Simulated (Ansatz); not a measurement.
# H on Pt(100): change of the work function, part 4 of 4

Aim: the work function of Pt(100) at several coverages of H (hollow site), and the dipole that each adsorbate carries.

Ansatz 0.2.0; plane-wave DFT, PBE, Ansatz PAW.

So far, work function, upper face (eV): 5.66 in steps 2, 3 and 4.

**5. Adsorbate added, k-mesh 6×6×1, coverage 0.5 ML (continued)**

The density of states has structure finer than the step of the table below, so its rows give means over 0.25 eV. Peaks (eV: height): -3.340: 45.9, -3.190: 57.6, -2.950: 41.1, -2.410: 38.7, -2.170: 48.5, -0.240: 38.9, 0.060: 55.5.

Table of density of states by energy, zero at the Fermi level; means over each step:

energy (eV), density of states (states/eV a cell) and a bar:
```
    -7.75        2.4 
    -7.50        1.9 
    -7.25        4.6 ##
    -7.00        6.0 ###
    -6.75        6.6 ####
    -6.50        8.2 #####
    -6.25       13.7 ##########
    -6.00       16.5 ############
    -5.75       20.2 ###############
    -5.50       20.6 ###############
    -5.25       19.2 ##############
    -5.00       19.5 ###############
    -4.75       19.8 ###############
    -4.50       20.5 ###############
    -4.25       15.9 ############
    -4.00       22.4 #################
    -3.75       21.7 ################
    -3.50       26.5 ####################
    -3.25       38.2 ##############################
    -3.00       30.1 #######################
    -2.75       20.7 ################
    -2.50       19.0 ##############
    -2.25       29.8 #######################
    -2.00       27.6 #####################
    -1.75       24.1 ##################
    -1.50       24.7 ###################
    -1.25       31.2 ########################
    -1.00       26.5 ####################
    -0.75       30.2 #######################
    -0.50       26.7 #####################
    -0.25       25.9 ####################
     0.00       32.6 #########################
     0.25       16.0 ############
     0.50       10.1 #######
     0.75        6.3 ####
     1.00        3.9 ##
     1.25        5.9 ###
     1.50        5.3 ###
     1.75        4.6 ##
```

The relaxation took 4 steps and lowered the energy by 0.064 eV; the largest force on the free atoms ends at 0.011 eV/Å.

The covered face has 5.66 eV, +0.01 eV against the clean one; the bare back face has moved by +0.02 eV, a measure of how thin the slab is.

**6. Adsorbate added, k-mesh 12×12×1, coverage 1 ML**

System of this step: HPt4 (H/Pt(100)). The cell holds 5 atoms: 4 Pt and 1 H. Cell: a = 2.772 Å, b = 2.772 Å, c = 24.538 Å, α = 90.0°, β = 90.0°, γ = 90.0°. Vacuum lies along c.

Another coverage, to see how the dipoles act on each other as their distance changes.

File input.yaml:

```yaml
crystal:
  lattice:
    - [2.7718585823, 0.0, 0.0]
    - [0.0, 2.7718585823, 0.0]
    - [0.0, 0.0, 24.5384938827]
  atoms:
    - { symbol: Pt, position: [0.5, 0.5, 0.3667706764] }
    - { symbol: Pt, position: [0.0, 0.0, 0.4466451793] }
    - { symbol: Pt, position: [0.5, 0.5, 0.5283559097] }
    - { symbol: Pt, position: [0.0, 0.0, 0.6087779451] }
    - { symbol: H, position: [0.5, 0.5, 0.6332293236] }
kpoints:
  mp_grid: { grid: [12, 12, 1] }
hamiltonian:
  xc: pbe
scf:
  occupations: { method: fermi_dirac, width: 0.1 }
  convergence: { dr2_threshold: 1.0e-08 }
efield:
  axis: 3
  dipole_correction: true
  ramp_position: 0.97
  ramp_width: 0.06
relax:
  f_tol: 0.02
  max_steps: 60
  constraints: [{ sites: [0, 1] }]
output:
  write_potential: true
  write_density: true
  volumetric_format: npy
```

Command:

```
$ ansatz run input.yaml --threads 4 --pin off --max-ram 16384MiB --backend cpu --events-out ev --progress --plain --runs-dir out
```

The log of the run:

```text
[...]
Crystal: 5 atoms, lattice volume = 188.534 Å³
Basis set: ecut = 420 eV, 3735 PW (Γ), exchange–correlation on 40×40×360 points (8 copies of the dense FFT grid, shifted against one another)
Bands: 44, of which v1, the nominal top of the filled ones, is band 37 counted from 1 (36 counted from 0)
Symmetry: 8 space group operations
[...]
--- Relaxed structure (5 steps of the walk, 5 accepted, 0 SCFs on fresh bases) ---
  F+E_penalty+E_count = -50106.57388756 eV   max|allowed force component| = 2.044e-3 eV/Å
  atoms:
    - { symbol: Pt, position: [0.5, 0.5, 0.366771] }
    - { symbol: Pt, position: [0.0, 0.0, 0.4466451793] }
    - { symbol: Pt, position: [0.5, 0.5, 0.528766] }
    - { symbol: Pt, position: [0, 0.0, 0.615487] }
    - { symbol: H, position: [0.5, 0.5, 0.636633] }
[key lines of the parts left out:]
SCF converged after 9 iterations
Free energy (F): -50106.573888 eV
Fermi energy:    3.809281 eV
Dipole field:    D = 0.007634 V/Å  (p = 0.007954 e·Å, saw-weighted, corrected)
Work function:   Φ+ = 5.4702 eV   Φ− = 5.6575 eV
```

Run time: 30 s. Hardware: 4 threads of Arm Neoverse V1, shared host; peak memory 0.56 GiB.

Relaxation path:

```tsv
step	energy less that of the first step (eV)	largest force component (eV/Å)
1	0.0000	1.0032
2	-0.0532	0.5697
3	-0.0698	0.0858
4	-0.0705	0.0279
5	-0.0709	0.0020
```

The run keeps the 8 symmetry operations that the program found, so distortions that break them were not tested.

The atoms that moved most (Å):

```tsv
atom	dx	dy	dz	length
Pt4	0.000	0.000	0.165	0.165
H5	0.000	0.000	0.084	0.084
Pt3	0.000	0.000	0.010	0.010
```

The relaxed structure:

```xyz
5
Lattice="2.7719 0.0000 0.0000 0.0000 2.7719 0.0000 0.0000 0.0000 24.5385" Properties=species:S:1:pos:R:3
Pt    1.3859    1.3859    9.0000
Pt    0.0000    0.0000   10.9600
Pt    1.3859    1.3859   12.9751
Pt    0.0000    0.0000   15.1031
H     1.3859    1.3859   15.6220
```

The relaxation took 5 steps and lowered the energy by 0.071 eV; the largest force on the free atoms ends at 0.0020 eV/Å.

The covered face has 5.47 eV, -0.19 eV against the clean one; the bare back face has moved by +0.01 eV, a measure of how thin the slab is.

**7. Work function against coverage**

This step: plane-wave DFT, PBE, Ansatz PAW; work function against coverage (Ansatz 0.2.0).

The runs are now put side by side.

This step gave:

```yaml
work_function_of_the_clean_face: 5.655 eV
largest_change_of_the_work_function: -0.1851 eV
```

Work function of the covered face against coverage:

```tsv
coverage (adsorbates/nm²)	work function of the covered face (eV)
0.00	5.66
1.45	5.66
3.25	5.66
6.51	5.66
13.02	5.47
```

The dipole per adsorbate comes from the change of the cell's dipole. Coverage, by row:

```tsv
coverage (1/nm²)	coverage (ML)	work function (eV)	change (eV)	dipole per adsorbate, positive end outwards (debye)	mean height of the added atoms over the highest substrate atom (Å)
1.446	0.1111	5.655	3.67e-5	0.008	0.5983
3.254	0.25	5.656	8.36e-4	0.009	0.604
6.508	0.5	5.664	0.008995	0.004	0.5879
13.02	1	5.47	-0.1851	0.039	0.5189
```

**8. What came out**

| Quantity | Value |
| --- | --- |
| work function of the clean face | 5.66 eV |
| work function at 0.11 ML | 5.66 eV |
| work function at 0.25 ML | 5.66 eV |
| work function at 0.5 ML | 5.66 eV |
| work function at 1 ML | 5.47 eV |
| dipole per adsorbate at 0.11 ML, positive end outwards | 0.01 D |

**Reading.** At the lowest coverage H changes the work function of Pt(100) by under 0.15 eV, within the error of so thin a slab; the largest change, -0.19 eV, comes at higher coverage. The slab has 4 layers, at the tabulated experimental lattice constant, one starting site was run, and quantum-size effects of a slab this thin can reach one or two tenths of an eV.

[Long decimals in the printed logs are rounded to 6 places.]

[Logs are printed without paths, hosts, clocks, repeated set-up lines and the standing remarks that a program may print on its own settings, such as how far it seeks lower states.]

[Hosts, paths, dates, database ids (printed as entryN), source tags and the programs' standing remarks are cut or masked in the printed files.]

[Maps of the electrostatic potential energy from Ansatz leave out the sawtooth potential of an applied field or a dipole correction, so their vacuum need not be flat; planar profiles and work functions include it.]

[The density of states shown here was stored with 400 of the rows of the run's finer table, so its peaks can read low, often by over a quarter, or be missed, and its means over a window can be off by a tenth or more.]
